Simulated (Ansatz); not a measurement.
# Lattice dynamics of Ti2NO2 monolayer, part 2 of 3

How does Ti2NO2 monolayer vibrate, and is this structure a minimum?

Ansatz 0.2.0; DFT PBEsol, scalar-relativistic, plane waves, PAW; PAW set soft_1.

So far. Step 2 (Coarse relaxation): The program solves this slab on a cell height of its own, 32.6 Å, in place of the one typed.

### 4. Relaxing to small forces for the phonons

Phonons need a cell at rest on their own settings, so the relaxation is repeated with tight tolerances on forces and stress on the k mesh and occupations of the first response run.

input.yaml

```yaml
crystal:
  lattice:
    - [2.9643096707, 0.0, 0.0]
    - [-1.4821548354, 2.5671674795, 0.0]
    - [0.0, 0.0, 32.6]
  atoms:
    - { symbol: "N", position: [0.0, 0.0, 0.3067484663] }
    - { symbol: Ti, position: [0.3333333333, 0.6666666667, 0.3451757007] }
    - { symbol: Ti, position: [0.6666666667, 0.3333333333, 0.2683212318] }
    - { symbol: O, position: [0.6666666667, 0.3333333333, 0.3741040565] }
    - { symbol: O, position: [0.3333333333, 0.6666666667, 0.2393928761] }
  periodic: [true, true, false]
kpoints:
  mp_grid: { grid: [18, 18, 1] }
hamiltonian:
  xc: pbesol
  pseudopotentials: { kind: paw, azcp: { folder: soft_1 }, xc_functional: pbe }
scf:
  occupations: { method: methfessel_paxton, width: 0.2 }
output:
  forces: true
  stress: true
  eigenvalues: true
  write_density: true
  write_potential: true
  elf: true
  volumetric_format: npy
relax:
  adjacent_minimum: "off"
  f_tol: 0.001
  max_steps: 60
  cell: { stress_2d_tol: 0.002 }
```

Command:

```sh
$ ansatz run input.yaml --threads 4 --pin off --max-ram 16384MiB --backend cpu --events-out ev --progress --plain --runs-dir out
```

Numbers of over 12 decimals in the logs are rounded to 6 here.

Output:

```text
[...]
Crystal: 5 atoms, lattice volume = 248.082 Å³
Basis set: ecut = 420 eV, 4729 PW (Γ), exchange–correlation on 40×40×450 points (8 copies of the dense FFT grid, shifted against one another)
Bands: 26, of which v1, the nominal top of the filled ones, is band 21 counted from 1 (20 counted from 0)
Symmetry: 12 space group operations
[...]
k-points: 37 of 324
[...]
cell:  # Å, volume = 248.0070 Å³
    - [2.963861, 2.8863178220714277e-11, 0]
    - [-1.481930, 2.566779, 0]
    - [0, 0, 32.6]
  atoms:
    - { symbol: N, position: [0, 0, 0.306748] }
    - { symbol: Ti, position: [0.333333, 0.666667, 0.345169] }
    - { symbol: Ti, position: [0.666667, 0.333333, 0.268328] }
    - { symbol: O, position: [0.666667, 0.333333, 0.374120] }
    - { symbol: O, position: [0.333333, 0.666667, 0.239377] }
[key lines of the parts left out:]
SCF converged after 6 iterations
Free energy (F): -6455.456383 eV
Fermi energy:    -5.821950 eV
P = ½ c Tr σ = -0.0012 N/m
```

Elapsed: 32 s, on 4 threads of Arm Neoverse V1, shared host; peak memory 0.68 GiB; 2 min of CPU time.

Little changed from the start: no atom moved by 0.005 Å and no cell edge by 0.1 %.

Valence density in the ac plane at fractional y = 0.333, with atoms of Ti and O within 0.2 Å of it. It is the smooth field of the valence electrons, not physical close to the nuclei.

Values in units of 1e0 e/Å³, 24 rows by 15 columns, each cell a mean:
```
0.0 0.0 0.0 0.0 0.0 0.0 0.0 0.0 0.0 0.0 0.0 0.0 0.0 0.0 0.0
0.0 0.0 0.0 0.0 0.0 0.0 0.0 0.0 0.0 0.0 0.0 0.0 0.0 0.0 0.0
0.0 0.0 0.0 0.0 0.0 0.0 0.0 0.0 0.0 0.0 0.0 0.0 0.0 0.0 0.0
0.0 0.0 0.0 0.0 0.0 0.0 0.0 0.0 0.0 0.0 0.0 0.0 0.0 0.0 0.0
0.0 0.0 0.0 0.0 0.0 0.0 0.0 0.0 0.0 0.0 0.0 0.0 0.0 0.0 0.0
0.0 0.0 0.0 0.0 0.0 0.0 0.0 0.0 0.0 0.0 0.0 0.0 0.0 0.0 0.0
0.0 0.0 0.0 0.0 0.0 0.0 0.0 0.0 0.0 0.0 0.0 0.0 0.0 0.0 0.0
0.0 0.0 0.0 0.0 0.0 0.0 0.0 0.0 0.0 0.0 0.0 0.0 0.0 0.0 0.0
0.0 0.0 0.0 0.0 0.0 0.0 0.0 0.0 0.0 0.0 0.0 0.0 0.0 0.0 0.0
0.0 0.0 0.0 0.0 0.0 0.0 0.0 0.0 0.0 0.0 0.0 0.0 0.0 0.0 0.0
0.0 0.0 0.0 0.0 0.0 0.0 0.0 0.0 0.0 0.0 0.0 0.0 0.0 0.0 0.0
0.0 0.0 0.0 0.0 0.0 0.0 0.0 0.0 0.0 0.0 0.0 0.0 0.0 0.0 0.0
0.0 0.0 0.0 0.0 0.0 0.0 0.0 0.0 0.0 0.0 0.0 0.0 0.0 0.0 0.0
0.0 0.0 0.0 0.0 0.0 0.0 0.0 0.0 0.0 0.0 0.0 0.0 0.0 0.0 0.0
0.2 0.1 0.1 0.1 0.1 0.2 0.4 0.8 1.7 2.8 3.3 2.8 1.7 0.8 0.4
0.4 0.4 0.5 0.5 0.4 0.4 0.5 0.8 1.4 2.1 2.4 2.1 1.3 0.8 0.5
0.4 0.5 0.6 0.6 0.5 0.4 0.3 0.3 0.3 0.4 0.4 0.4 0.3 0.3 0.3
0.4 0.3 0.3 0.3 0.3 0.4 0.7 2.1 4.6 7.0 8.0 7.0 4.6 2.1 0.7
0.2 0.3 0.3 0.3 0.3 0.2 0.2 0.1 0.2 0.2 0.2 0.2 0.2 0.1 0.2
0.0 0.0 0.0 0.0 0.0 0.0 0.0 0.0 0.0 0.0 0.0 0.0 0.0 0.0 0.0
0.0 0.0 0.0 0.0 0.0 0.0 0.0 0.0 0.0 0.0 0.0 0.0 0.0 0.0 0.0
0.0 0.0 0.0 0.0 0.0 0.0 0.0 0.0 0.0 0.0 0.0 0.0 0.0 0.0 0.0
0.0 0.0 0.0 0.0 0.0 0.0 0.0 0.0 0.0 0.0 0.0 0.0 0.0 0.0 0.0
0.0 0.0 0.0 0.0 0.0 0.0 0.0 0.0 0.0 0.0 0.0 0.0 0.0 0.0 0.0
```
Columns run along a (3.0 Å), rows up along c (32.6 Å). Atoms in or near the plane, at fractional coordinates: Ti at (0.67, 0.27), O at (0.67, 0.37).

Electrostatic potential energy in the ac plane at fractional y = 0.333, with atoms of Ti and O within 0.2 Å of it. With pseudopotentials it is smooth inside the atoms' cores, unlike the true potential.

Ten even steps from '0' (-34 eV) to '9' (0 eV), each cell a mean:
```
999999999999999
999999999999999
999999999999999
999999999999999
999999999999999
999999999999999
999999999999999
999999999999999
999999999999999
999999999999999
999999999999999
999999999999999
999999999999999
999999999999999
999999865444568
543345654444456
777777776666677
577775200000002
899998887767788
999999999999999
999999999999999
999999999999999
999999999999999
999999999999999
```
Columns run along a (3.0 Å; values clipped at the 3rd and 97th percentile), rows up along c (32.6 Å). Atoms in or near the plane, at fractional coordinates: Ti at (0.67, 0.27), O at (0.67, 0.37).

ELF in the ac plane at fractional y = 0.333, with atoms of Ti and O within 0.2 Å of it. It is the smooth field of the valence electrons, not physical close to the nuclei.

Ten even steps from '_' (0.00) to '@' (0.73), each cell a mean:
```
______________________________
______________________________
______________________________
______________________________
______________________________
______________________________
______________________________
______________________________
______________________________
______________________________
______________________________
______________________________
______________________________
________________..........____
++..____..++%%@@@@@@%%@@@@@@%%
::..::::..::==**####**####**==
++########++==::::::::::::::==
..--====--..--##@@@@@@@@@@##--
++##%%%%##++--..............--
______________________________
______________________________
______________________________
______________________________
______________________________
```
Columns run along a (3.0 Å), rows up along c (32.6 Å). Atoms in or near the plane, at fractional coordinates: Ti at (0.67, 0.27), O at (0.67, 0.37).

The largest force component left is 0.0083 meV/Å, within the tolerances set.

### 5. Linear response at the zone centre

The zone centre comes first: it holds the modes that light can see, as far as symmetry allows. No field response is asked, since the mesh shows no gap.

input.yaml, the sections that differ from step 4:

```yaml
crystal:
  lattice:
    - [2.9638609372, 0.0, 0.0]
    - [-1.4819304686, 2.5667788649, 0.0]
    - [0.0, 0.0, 32.6]
  atoms:
    - { symbol: "N", position: [0.0, 0.0, 0.3067484663] }
    - { symbol: Ti, position: [0.3333333333, 0.6666666667, 0.3451693486] }
    - { symbol: Ti, position: [0.6666666667, 0.3333333333, 0.2683275839] }
    - { symbol: O, position: [0.6666666667, 0.3333333333, 0.3741201157] }
    - { symbol: O, position: [0.3333333333, 0.6666666667, 0.2393768169] }
  periodic: [true, true, false]
output:
  eigenvalues: true
phonons:
  method: dfpt
# kpoints, hamiltonian, scf: as in step 4
# relax: removed
```

Output:

```text
Warning: crystal.symmetry: narrowed to the stabiliser of the run's FFT grids — unitary ops 12 → 6. A phonons.method: dfpt run fills in the rows of the dynamical matrix that it does not solve by its symmetry operations, which is exact only for operations that map its FFT grids onto themselves: filled in by any other, the frequencies could depend on the order in which like atoms are typed, or, by more than the grids' own error, on where the crystal sits among the grids' points. Excluded: 6 operations. The run can therefore solve more perturbations, solve them on more k-points, or both, and cost more. [rest of the remark cut]
[...]
Crystal: 5 atoms, lattice volume = 248.007 Å³
Basis set: ecut = 420 eV, 4729 PW (Γ), exchange–correlation on 40×40×450 points (8 copies of the dense FFT grid, shifted against one another)
Bands: 26, of which v1, the nominal top of the filled ones, is band 21 counted from 1 (20 counted from 0)
Symmetry: 12 space group operations
k-points: 91 of 324 (irreducible under 2 space group operations, time reversal used)
[...]
SCF iter   1: F=—  HF=-6461.511291 eV  |F-HF|=—  |Δ(HF+E_count)|=         —  Δρ=9.49e-2  dr2=2.47e1  ethr=3.10e-3  ⟨swp⟩=9.4  Hψ=16400  notcnv=0
[...]
SCF iter  13: F=-6455.456383 eV  HF=-6455.456383 eV  |F-HF|=8.19e-12  |Δ(HF+E_count)|=  4.37e-11  S|Δr|=    0.00e0  Δρ=3.80e-8  dr2=2.58e-12  ethr=1.00e-12  ⟨swp⟩=16.7  Hψ=20397  notcnv=0
SCF 1 converged in 13 iterations: F = -6455.456383 eV  dr2 = 2.58e-12
[...]
DFPT response loops at Γ: preconditioner auto → none (partly filled bands, converged f_vac=0.778); β = 0.50; Broyden in place of MSR1
SCF converged after 13 iterations
[...]
Free energy (F): -6455.456383 eV
[...]
Internal energy: -6455.447985 eV  (E = F + TS)
E sigma→0 (E₀):  -6455.454283 eV
Entropy (-TS):   -0.008398 eV (-1.680 meV/atom)
Fermi energy:    -5.821950 eV
[...]
--- Band table (eV; the first three rows and the last of 91) ---
  k-point 0: bands = [... 17 lower, -8.6229, -8.0855, -8.0855, -5.7904, -5.7904, -5.0033, -4.7943, -4.7943, ... 1 higher]
  k-point 1: bands = [... 17 lower, -8.5335, -8.3365, -8.2085, -5.7216, -5.6587, -5.1304, -4.7890, -4.6244, ... 1 higher]
  k-point 2: bands = [... 17 lower, -8.9591, -8.4948, -8.3593, -5.7279, -5.3688, -5.1145, -4.7419, -4.4008, ... 1 higher]
  k-point 90: bands = [... 17 lower, -9.9496, -9.7707, -9.4196, -5.5297, -4.7647, -4.4002, -4.0982, -3.8510, ... 1 higher]
--- Phonons (Γ-DFPT): 10 representative perturbations + reference, on 91 of 324 k-points (Σ response iterations 66) ---
  ASR residual: 6.305e-5 → 0.000e0 eV/Å²; symmetrization residual: 7.596e-6 eV/Å²
  The last average, over the group as it would stand without the narrowing to the FFT grids, took up to 1.201e-6 eV/Å² of the zone centre's force constants
  ASR residual per site (eV/Å²): 6.31e-5 4.36e-5 4.21e-5 2.99e-5 2.95e-5
  Γ frequencies (cm⁻¹): -108.41 -108.41 0.00 0.00 0.00 243.41 243.41 295.73 350.82 350.82 501.57 501.57 596.23 606.06 665.69
  non-analytic LO–TO correction: not included (Born effective charges unavailable; polar crystals: no LO–TO splitting at Γ)
```

Elapsed: 4.3 min, on 4 threads; peak memory 2.2 GiB; 16 min of CPU time.

Reading the cycles: dr2 is the Hartree energy of the density residual (eV), the measure of convergence; HF is the Harris–Foulkes estimate of the energy, which meets the free energy F at convergence.

This run has no spin polarisation, although Ti can carry a moment.

This step gave:

* sum-rule residual before enforcement: 6.31e-5 eV/Å²
* point group: -3m
* highest optical mode at the zone centre (no LO-TO term): 665.7 cm⁻¹
* lowest optical zone-centre mode: -108.4 cm⁻¹

Patterns of degenerate modes are one choice out of their space. The modes at Γ (shares of kinetic energy by element, %) (negative means imaginary):

```
mode  frequency (cm⁻¹)  symmetry  N %  Ti %  O %
   1            -108.4        Eg    0    94    6
   2            -108.4        Eg    0    94    6
   3               0.0  acoustic   10    68   23
   4               0.0  acoustic   10    68   23
   5               0.0  acoustic   10    68   23
   6             243.4        Eg    0     6   94
   7             243.4        Eg    0     6   94
   8             295.7       A1g    0    67   33
   9             350.8        Eu    8    31   61
  10             350.8        Eu    8    31   61
  11             501.6        Eu   82     1   17
  12             501.6        Eu   82     1   17
  13             596.2       A2u   20    10   70
  14             606.1       A1g    0    33   67
  15             665.7       A2u   70    23    7
```

Displacements in mode 2 (-108.4 cm⁻¹), the largest set to 1:
```
N1   0.00  0.00  0.00
Ti2  0.34  1.00  0.00
Ti3 -0.34 -1.00  0.00
O4  -0.15 -0.45  0.00
O5   0.15  0.45  0.00
```

Displacements in mode 7 (243.4 cm⁻¹), the largest set to 1:
```
N1   0.00  0.00  0.00
Ti2 -0.03  0.15  0.00
Ti3  0.03 -0.15  0.00
O4  -0.20  1.00  0.00
O5   0.20 -1.00  0.00
```

Before it was imposed, the acoustic sum rule was missed by 6.3e-5 eV/Å². Small misses are needed for a sound result but don't prove that mesh and cutoff are converged. The lowest optical mode is imaginary, 108.4i cm⁻¹, so the energy falls along it.

### 6. Response at finite wavevector

Stability and thermal properties need the whole zone. Linear response on a 4×4×1 q mesh gives force constants as far as a supercell of that size would.

Edit input.yaml of step 5 so:

```diff
@@ -13,3 +13,3 @@
 kpoints:
-  mp_grid: { grid: [18, 18, 1] }
+  mp_grid: { grid: [20, 20, 1] }
 hamiltonian:
@@ -23 +23,10 @@
   method: dfpt
+  qmesh: [4, 4, 1]
+  temperatures: { t_max: 1000, t_step: 50 }
+  qpath:
+    path:
+      - [0.0, 0.0, 0.0]
+      - [0.5, 0.0, 0.0]
+      - [0.33333333, 0.33333333, 0.0]
+      - [0.0, 0.0, 0.0]
+    npoints: 10
```

Output:

```text
[...]
Crystal: 5 atoms, lattice volume = 248.007 Å³
Basis set: ecut = 420 eV, 4729 PW (Γ), exchange–correlation on 40×40×450 points (8 copies of the dense FFT grid, shifted against one another)
Bands: 26, of which v1, the nominal top of the filled ones, is band 21 counted from 1 (20 counted from 0)
Symmetry: 12 space group operations
k-points: 44 of 400 (irreducible under 6 space group operations, time reversal used)
[...]
SCF iter   1: F=—  HF=-6461.512425 eV  |F-HF|=—  |Δ(HF+E_count)|=         —  Δρ=9.49e-2  dr2=2.47e1  ethr=3.10e-3  ⟨swp⟩=9.3  Hψ=7924  notcnv=0
[...]
SCF iter  14: F=-6455.456336 eV  HF=-6455.456336 eV  |F-HF|=6.37e-12  |Δ(HF+E_count)|=  6.30e-10  S|Δr|=    0.00e0  Δρ=1.92e-8  dr2=6.02e-13  ethr=1.00e-12  ⟨swp⟩=15.9  Hψ=9773  notcnv=0
SCF 1 converged in 14 iterations: F = -6455.456336 eV  dr2 = 6.02e-13
[...]
phonons: the bands overlap, so this run is a metal and interpolates without the dipole-dipole term. If the crystal is really an insulator or semiconductor, its LO-TO splitting is missing
NSCF: frozen V_eff on 44 k-points
[...]
DFPT response loops at q = (0, 0, 0) (fractional): preconditioner auto → none (partly filled bands, converged f_vac=0.778); β = 0.50; Broyden in place of MSR1
[...]
SCF converged after 14 iterations
[...]
Free energy (F): -6455.456336 eV
[...]
Internal energy: -6455.447577 eV  (E = F + TS)
E sigma→0 (E₀):  -6455.454146 eV
Entropy (-TS):   -0.008758 eV (-1.752 meV/atom)
Fermi energy:    -5.821465 eV
[...]
--- Band table (eV; the first three rows and the last of 44) ---
  k-point 0: bands = [... 17 lower, -8.6227, -8.0852, -8.0852, -5.7900, -5.7900, -5.0030, -4.7939, -4.7939, ... 1 higher]
  k-point 1: bands = [... 17 lower, -8.5475, -8.2922, -8.1863, -5.7304, -5.6817, -5.1172, -4.7900, -4.6469, ... 1 higher]
  k-point 2: bands = [... 17 lower, -8.8206, -8.4310, -8.3862, -5.7095, -5.4294, -5.1397, -4.7581, -4.4430, ... 1 higher]
  k-point 43: bands = [... 17 lower, -10.2288, -9.7129, -9.5777, -5.2342, -4.7667, -4.7458, -3.9297, -3.8025, ... 1 higher]
--- Phonons (Γ-DFPT): 10 representative perturbations + reference (Σ response iterations 54) ---
  ASR residual: 2.034e-5 → 0.000e0 eV/Å²; symmetrization residual: 3.692e-6 eV/Å²
[...]
ASR residual per site (eV/Å²): 6.90e-6 6.04e-6 8.70e-6 2.03e-5 1.99e-5
[...]
--- Phonons (arbitrary-q DFPT): 4 irreducible q on the 4×4×1 mesh ---
  q = [0.0000, 0.0000, 0.0000] (star 1, of the zone-centre solve; hermiticity 2.66e-7, symmetrization 2.14e-13, taken by the last average 1.05e-7): -110.16 -110.16 -0.00 -0.00 -0.00 242.72 242.72 295.70 350.88 350.88 501.57 501.57 596.22 606.41 665.58
  q = [0.0000, 0.2500, 0.0000] (star 6, 15 solved perturbations on 210 of 400 k-point pairs; hermiticity 7.20e-7, symmetrization 2.09e-8, taken by the last average 1.59e-7): -224.65 -88.22 122.50 164.00 235.61 243.91 282.90 342.71 357.59 373.97 479.12 480.84 558.56 559.84 628.09
[...]
q = [0.2500, 0.2500, 0.0000] (star 6, 10 solved perturbations in 3050 linear systems a pass and spin channel, the states on 400 of 400 k-point pairs; hermiticity 2.28e-7, symmetrization 7.05e-11, taken by the last average 1.73e-7): -195.38 77.88 219.50 223.10 278.22 297.22 391.30 406.57 427.52 438.20 479.50 530.81 539.95 548.67 610.01
  sum rule: each row above includes the acoustic sum rule's correction from the zone centre's row sums; it moved no ω² by more than (0.59 cm⁻¹)²
  mesh force constants: q→R imaginary residual 2.78e-18; ASR residual 2.034e-5 → 0.000e0 eV/Å²; symmetrization residual 5.329e-15 eV/Å²
  interpolated dispersion: 31 rows × 15 modes
  density of states and harmonic sums: on the 24×24×1 q-mesh, interpolated from the force constants of a 4×4×1 supercell (no non-analytic term)
  largest difference from the sums on the solved wave vectors: F 5.54e-2 eV, S 7.70e-5 and C_V 2.47e-5 eV/K
  zero-point energy: 0.322011 eV/cell   skipped modes (ω ≤ 0): 75, of them read as no rigid motion or as one in doubt: 72 (1.181e0 modes/cell left out, lowest -250.16 cm⁻¹)   left out of the sums: 7.91e-2 of the cell's modes: C_V's classical limit lies that fraction below 3 k_B per atom; for a crystal, a wire or a layer, F and S can be off by more, and a phonons.interpolated_qmesh denser along its periods is the remedy for the sampling
```

It took 28 min on 4 threads; peak memory 5.2 GiB; 1.9 h of CPU time.

Numbers from this step:

* sum-rule residual before enforcement: 2.03e-5 eV/Å²
* lowest frequency on the path: -250.2 cm⁻¹
* highest frequency on the path or at a solved wavevector: 665.6 cm⁻¹
* highest optical mode at the zone centre (no LO-TO term): 665.6 cm⁻¹
* lowest optical zone-centre mode: -110.2 cm⁻¹
* lowest mode on the q mesh (acoustic modes at Γ apart): -224.7 cm⁻¹

Frequencies (cm⁻¹) solved at each irreducible wavevector; negative means imaginary. Frequencies by wavevector, by row:

```csv
q in reciprocal lattice units,star,mode 1,mode 2,mode 3,mode 4,mode 13,mode 14,mode 15
0 0 0,1,-110.2,-110.2,0,0,596.2,606.4,665.6
0 0.25 0,6,-224.7,-88.2,122.5,164,558.6,559.8,628.1
0 -0.5 0,3,54.3,193.5,196.2,228.8,534.1,553.5,632.7
0.25 0.25 0,6,-195.4,77.9,219.5,223.1,540,548.7,610
```

Interpolated from a 4×4×1 q mesh. Phonon branches along the path, in cm⁻¹:

```csv
point,branch 1,branch 2,branch 3,branch 4,branch 12,branch 13,branch 14,branch 15
Γ,-110,-110,0,0,502,596,606,666
halfway,-225,-88,122,164,481,559,560,628
M,54,194,196,229,525,534,554,633
halfway,-130,167,196,220,529,535,553,618
K,48,111,111,248,520,540,540,604
halfway,-250,120,124,144,499,551,556,623
Γ,-110,-110,0,0,502,596,606,666
```

Tetrahedra on a 24×24×1 mesh, mean over bins of 10 cm-1. Interpolated from a 4×4×1 q mesh. The phonon density of states by wavenumber; read off at these points:

| wavenumber (cm⁻¹) | phonon density of states (1/cm⁻¹/cell) |
| --- | --- |
| -255 | 4.8e-4 |
| -235 | 0.00738 |
| -205 | 0.00491 |
| -185 | 0.00422 |
| -155 | 0.00483 |
| -135 | 0.0106 |
| -105 | 0.00528 |
| -85 | 0.00411 |
| -55 | 0.00265 |
| -35 | 0.00273 |
| -5 | 0.0015 |
| 15 | 0.00205 |
| 45 | 0.00467 |
| 65 | 0.00421 |
| 95 | 0.0119 |
| 115 | 0.0200 |
| 145 | 0.0147 |
| 165 | 0.0129 |
| 195 | 0.019 |
| 215 | 0.0291 |
| 245 | 0.0193 |
| 265 | 0.0229 |
| 295 | 0.0321 |
| 315 | 0.0254 |
| 345 | 0.0174 |
| 365 | 0.0275 |
| 395 | 0.0445 |
| 405 | 0.0493 |
| 415 | 0.0347 |
| 445 | 0.0163 |
| 465 | 0.0209 |
| 485 | 0.0467 |
| 495 | 0.0265 |
| 515 | 0.0081 |
| 535 | 0.0631 |
| 545 | 0.0385 |
| 555 | 0.0579 |
| 565 | 0.0141 |
| 595 | 0.00759 |
| 615 | 0.0250 |
| 625 | 0.0428 |
| 645 | 0.00536 |
| 665 | 0.0015 |

The partial phonon density of states has structure finer than the step of the table below, so its rows give means over 25 cm⁻¹, whole bins alone (the curve runs from -260 to 696 cm⁻¹). Peaks (cm⁻¹: height): N 485.2: 0.0322, 551.3: 0.0199, 623.4: 0.0295; O 401.0: 0.0403, 533.3: 0.0302; Ti -236.1: 0.00632, -133.9: 0.00866, 106.5: 0.0186, 220.7: 0.0289, 298.8: 0.0159, 533.3: 0.0147.

Phonopy on the run's constants, 21x21x1 mesh, Gaussian sigma 6.8 cm-1. Interpolated from a 4×4×1 q mesh. The partial phonon density of states by wavenumber; means over each step; values in 1/cm⁻¹/cell:

| wavenumber (cm⁻¹) | N | O | Ti |
| --- | --- | --- | --- |
| -225 | 1.7e-4 | 0.00121 | 0.00544 |
| -200 | 1.0e-4 | 7.9e-4 | 0.00419 |
| -175 | 5.5e-5 | 4.8e-4 | 0.00324 |
| -150 | 5.2e-5 | 7.2e-4 | 0.00550 |
| -125 | 2.8e-5 | 8.0e-4 | 0.00672 |
| -100 | 2.5e-5 | 6.9e-4 | 0.00563 |
| -75 | 2.6e-5 | 3.1e-4 | 0.00303 |
| -50 | 2.0e-5 | 3.8e-4 | 0.00264 |
| -25 | 3.1e-6 | 5.2e-5 | 3.8e-4 |
| 0 | 3.9e-5 | 1.4e-4 | 8.2e-4 |
| 25 | 1.5e-4 | 5.9e-4 | 0.00354 |
| 50 | 2.5e-4 | 6.0e-4 | 0.00294 |
| 75 | 3.7e-4 | 8.6e-4 | 0.00586 |
| 100 | 5.7e-4 | 0.00141 | 0.0143 |
| 125 | 6.2e-4 | 0.00133 | 0.0168 |
| 150 | 3.2e-4 | 8.8e-4 | 0.0135 |
| 175 | 2.1e-4 | 7.9e-4 | 0.0130 |
| 200 | 2.9e-4 | 0.00131 | 0.0196 |
| 225 | 6.6e-4 | 0.00340 | 0.0225 |
| 250 | 4.2e-4 | 0.00895 | 0.0118 |
| 275 | 3.9e-4 | 0.0108 | 0.0125 |
| 300 | 4.7e-4 | 0.0137 | 0.0144 |
| 325 | 3.8e-4 | 0.0129 | 0.00777 |
| 350 | 7.7e-4 | 0.0156 | 0.00473 |
| 375 | 0.00180 | 0.0258 | 0.00363 |
| 400 | 0.00311 | 0.0366 | 0.00324 |
| 425 | 0.00148 | 0.0218 | 0.00123 |
| 450 | 0.00338 | 0.0109 | 6.1e-4 |
| 475 | 0.0253 | 0.00518 | 0.00110 |
| 500 | 0.0168 | 0.00371 | 0.00144 |
| 525 | 0.00936 | 0.0187 | 0.00937 |
| 550 | 0.0152 | 0.0227 | 0.00916 |
| 575 | 0.00170 | 0.00828 | 0.00314 |
| 600 | 0.00738 | 0.00416 | 0.00160 |
| 625 | 0.0228 | 0.00248 | 9.5e-4 |
| 650 | 0.00476 | 3.3e-4 | 6.6e-4 |
| 675 | 4.6e-4 | 3.9e-5 | 1.3e-4 |

Symmetry leaves 4 wavevectors to solve. The lowest mode among them, the acoustic zeros apart, lies at q = (0, 0.25, 0) and is imaginary, 224.7i cm⁻¹, so the energy falls along it. Between them the interpolated path dips to 250i cm⁻¹.

[end of part 2 of 3]

[Logs are printed without paths, hosts, clocks, repeated set-up lines and the standing remarks that a program may print on its own settings, such as how far it seeks lower states.]

[Hosts, paths, dates, database ids (printed as entryN), source tags and the programs' standing remarks are cut or masked in the printed files.]
